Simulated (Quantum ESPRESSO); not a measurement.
# GaP (F-43m): a mode Grüneisen parameter, worked out

Aim: the Grüneisen parameter and the pressure coefficient of an optical mode of GaP (F-43m).

Calculated with Quantum ESPRESSO 7.5; DFT LDA, scalar-relativistic, plane waves, JTH PAW pseudopotentials.

### Step 1. The relaxed structure

It takes space group F-43m (No. 216, cubic). Conventional cell: a = 5.391 Å, b = 5.391 Å, c = 5.391 Å, α = 90.00°, β = 90.00°, γ = 90.00°. Ga has 4 P at 2.33 Å nearest. Nearest to P lie 4 Ga at 2.33 Å. Farther neighbours are not listed.

As a file:

```cif
data_structure
_symmetry_space_group_name_H-M 'P 1'
_symmetry_Int_Tables_number 1
_cell_length_a 3.8117
_cell_length_b 3.8117
_cell_length_c 3.8117
_cell_angle_alpha 60.000
_cell_angle_beta 60.000
_cell_angle_gamma 60.000
_cell_volume 39.16
loop_
_atom_site_label
_atom_site_type_symbol
_atom_site_fract_x
_atom_site_fract_y
_atom_site_fract_z
_atom_site_occupancy
Ga1 Ga 0.00000 0.00000 0.00000 1
P2 P 0.25000 0.25000 0.25000 1
```

This is the cell after its relaxation at this level of theory, not the database cell from which that began.

### Step 2. Runs at several volumes

The relaxed cell is scaled uniformly; in this structure symmetry fixes all atoms, so nothing has to be relaxed anew. Each volume gets a ground state and a response at Γ. The mode followed is the highest one without the macroscopic field, of symmetry T2; longitudinal polar modes lie higher. Cutoff 60 Ry, k mesh 8×8×8.

From the response at V/V₀ = 0.94:

The log of the run:

```text
[banners, grids, parts of the stress and lines that vanish by symmetry left out]
Program PHONON v.7.5
     Reading xml data from directory:

[...]
Exchange-correlation= PW
                           (   1   4   0   0   0   0   0)
[...]
kinetic-energy cut-off    =      60.0000  Ry
     charge density cut-off    =     480.0000  Ry
     convergence threshold     =      1.0E-18
[...]
Exchange-correlation= PW
                           (   1   4   0   0   0   0   0)
[...]
q = (   0.0000000   0.0000000   0.0000000 )
     25 Sym.Ops. (with q -> -q+G )
     G cutoff = 1210.6981  (  44039 G-vectors)     FFT grid: ( 50, 50, 50)
     G cutoff =  605.3490  (  15593 G-vectors)  smooth grid: ( 36, 36, 36)
     number of k points=    29
[...]
Mode symmetry, T_d (-43m)  point group:
[...]
Dielectric constant
[...]
End of electric fields calculation
          Dielectric constant in cartesian axis
          (      11.000039318       0.000000000       0.000000000 )
          (       0.000000000      11.000039318      -0.000000000 )
          (       0.000000000      -0.000000000      11.000039318 )
          Effective charges (d Force / dE) in cartesian axis without acoustic sum rule applied (asr)
           atom    1  Ga    Mean Z*:        1.95126
      Ex  (        1.95126       -0.00000       -0.00000 )
      Ey  (       -0.00000        1.95126        0.00000 )
      Ez  (        0.00000        0.00000        1.95126 )
           atom    2  P     Mean Z*:       -2.06753
      Ex  (       -2.06753        0.00000       -0.00000 )
      Ey  (        0.00000       -2.06753        0.00000 )
      Ez  (       -0.00000        0.00000       -2.06753 )
          Effective charges Sum: Mean:       -0.11628
[...]
Effective charges (d Force / dE) in cartesian axis with asr applied:
           atom    1  Ga    Mean Z*:        2.00939
[...]
atom    2  P     Mean Z*:       -2.00939
[...]
Representation #   1 modes #   1   2   3
[...]
End of self-consistent calculation
     Convergence has been achieved
     Representation #   2 modes #   4   5   6
[...]
End of self-consistent calculation
     Convergence has been achieved
[...]
Dielectric constant in cartesian axis
          (      11.000039318       0.000000000       0.000000000 )
          (       0.000000000      11.000039318      -0.000000000 )
          (       0.000000000      -0.000000000      11.000039318 )
          Effective charges (d Force / dE) in cartesian axis without acoustic sum rule applied (asr)
           atom    1  Ga    Mean Z*:        1.95126
      Ex  (        1.95126       -0.00000       -0.00000 )
      Ey  (       -0.00000        1.95126        0.00000 )
      Ez  (        0.00000        0.00000        1.95126 )
           atom    2  P     Mean Z*:       -2.06753
      Ex  (       -2.06753        0.00000       -0.00000 )
      Ey  (        0.00000       -2.06753        0.00000 )
      Ez  (       -0.00000        0.00000       -2.06753 )
          Effective charges Sum: Mean:       -0.11628
[...]
Effective charges (d Force / dE) in cartesian axis with asr applied:
           atom    1  Ga    Mean Z*:        2.00939
[...]
atom    2  P     Mean Z*:       -2.00939
[...]
q = (    0.000000000   0.000000000   0.000000000 )
[...]
freq (    1) =       0.058584 [THz] =       1.954167 [cm-1]
     freq (    2) =       0.058584 [THz] =       1.954167 [cm-1]
     freq (    3) =       0.058584 [THz] =       1.954167 [cm-1]
     freq (    4) =      11.793500 [THz] =     393.388814 [cm-1]
     freq (    5) =      11.793500 [THz] =     393.388814 [cm-1]
     freq (    6) =      11.793500 [THz] =     393.388814 [cm-1]
[...]
Mode symmetry, T_d (-43m)  point group:
     freq (   1-   3) =          2.0  [cm-1]   --> T_2  G_15 P_4   I+R
     freq (   4-   6) =        393.4  [cm-1]   --> T_2  G_15 P_4   I+R

   JOB DONE.
```

One volume, V/V₀ = 1.03, is held back as a test.

```
V/V₀  volume (Å³/atom)  pressure (GPa)   ω (cm⁻¹)
0.94            18.405            6.44     393.39
0.97            18.993            2.98     378.73
   1            19.580            0.03     364.95
1.03            20.168           -2.46  held back
1.06            20.755           -4.58     339.67
```

### Step 3. The fit

The mode Grüneisen parameter is γ = −d ln ω / d ln V.

```
ln(V/V₀)    ln ω
 -0.0619  5.9748
 -0.0305  5.9368
  0.0000  5.8998
  0.0583  5.8280
```

A straight line through these points has the slope -1.223, so γ = 1.22; at V/V₀ = 1.03 it predicts ω = exp(5.8994 − 0.0361) = 351.88 cm⁻¹.

A parabola of pressure against ln V through V/V₀ = 0.97, 1 and 1.03 gives the bulk modulus B = −dP/d ln V = 90 GPa at V₀. With ω₀ from the fitted line the pressure coefficient follows as dω/dP = γ ω₀ / B = 1.22 × 364.8 / 90 = 4.93 cm⁻¹/GPa.

### Step 4. The run that was held back

The log of the run:

```text
[banners, grids, parts of the stress and lines that vanish by symmetry left out]
[banner, memory and clock lines left out]
Program PHONON v.7.5

[...]
Exchange-correlation= PW
                           (   1   4   0   0   0   0   0)
[...]
kinetic-energy cut-off    =      60.0000  Ry
     charge density cut-off    =     480.0000  Ry
     convergence threshold     =      1.0E-18
[...]
Exchange-correlation= PW
                           (   1   4   0   0   0   0   0)
[...]
q = (   0.0000000   0.0000000   0.0000000 )
     25 Sym.Ops. (with q -> -q+G )
     G cutoff = 1286.7932  (  48359 G-vectors)     FFT grid: ( 54, 54, 54)
     G cutoff =  643.3966  (  16961 G-vectors)  smooth grid: ( 36, 36, 36)
     number of k points=    29
[...]
Mode symmetry, T_d (-43m)  point group:
[...]
Dielectric constant
[...]
End of electric fields calculation
          Dielectric constant in cartesian axis
          (      11.983816289       0.000000000       0.000000000 )
          (       0.000000000      11.983816289       0.000000000 )
          (       0.000000000      -0.000000000      11.983816289 )
          Effective charges (d Force / dE) in cartesian axis without acoustic sum rule applied (asr)
           atom    1  Ga    Mean Z*:        2.10451
      Ex  (        2.10451        0.00000        0.00000 )
      Ey  (       -0.00000        2.10451        0.00000 )
      Ez  (        0.00000        0.00000        2.10451 )
           atom    2  P     Mean Z*:       -2.23346
      Ex  (       -2.23346       -0.00000        0.00000 )
[...]
Representation #   1 modes #   1   2   3
[...]
End of self-consistent calculation
     Convergence has been achieved
     Representation #   2 modes #   4   5   6
[...]
End of self-consistent calculation
     Convergence has been achieved
[...]
Dielectric constant in cartesian axis
          (      11.983816289       0.000000000       0.000000000 )
          (       0.000000000      11.983816289       0.000000000 )
          (       0.000000000      -0.000000000      11.983816289 )
          Effective charges (d Force / dE) in cartesian axis without acoustic sum rule applied (asr)
           atom    1  Ga    Mean Z*:        2.10451
      Ex  (        2.10451        0.00000        0.00000 )
      Ey  (       -0.00000        2.10451        0.00000 )
      Ez  (        0.00000        0.00000        2.10451 )
           atom    2  P     Mean Z*:       -2.23346
      Ex  (       -2.23346       -0.00000        0.00000 )
      Ey  (       -0.00000       -2.23346       -0.00000 )
      Ez  (       -0.00000       -0.00000       -2.23346 )
          Effective charges Sum: Mean:       -0.12895
[...]
Effective charges (d Force / dE) in cartesian axis with asr applied:
           atom    1  Ga    Mean Z*:        2.16898
[...]
atom    2  P     Mean Z*:       -2.16898
[...]
q = (    0.000000000   0.000000000   0.000000000 )
[...]
freq (    1) =       0.041863 [THz] =       1.396408 [cm-1]
     freq (    2) =       0.041863 [THz] =       1.396408 [cm-1]
     freq (    3) =       0.041863 [THz] =       1.396408 [cm-1]
     freq (    4) =      10.551121 [THz] =     351.947512 [cm-1]
     freq (    5) =      10.551121 [THz] =     351.947512 [cm-1]
     freq (    6) =      10.551121 [THz] =     351.947512 [cm-1]
[...]
Mode symmetry, T_d (-43m)  point group:
     freq (   1-   3) =          1.4  [cm-1]   --> T_2  G_15 P_4   I+R
     freq (   4-   6) =        351.9  [cm-1]   --> T_2  G_15 P_4   I+R
```

It gives 351.95 cm⁻¹ against the predicted 351.88 cm⁻¹, a miss of 0.07 cm⁻¹.

### Step 5. Results

| Property | Result |
| --- | --- |
| mode Grüneisen parameter | 1.223 |
| bulk modulus | 90.5 GPa |
| pressure coefficient | 4.93 cm⁻¹/GPa |

In words: The highest optical mode of GaP (F-43m) without the LO-TO term stiffens by 4.93 cm⁻¹ a GPa near the relaxed volume, with γ = 1.22. The power law meets all 5 runs within 0.04 %; between neighbouring volumes γ runs from 1.21 to 1.24. Such a coefficient turns a measured shift of this mode into a hydrostatic stress; uniaxial or biaxial stress splits the mode and needs deformation potentials. These are harmonic values at zero temperature for the structure held cubic, which a run at Γ can't show to be stable; the bulk modulus rests on three points.

[Host names and launcher messages were left out of these logs when they were recorded.]

[Logs are printed without paths, hosts, clocks, repeated set-up lines and the standing remarks that a program may print on its own settings, such as how far it seeks lower states.]

[Hosts, paths, dates, database ids (printed as entryN), source tags and the programs' standing remarks are cut or masked in the printed files.]
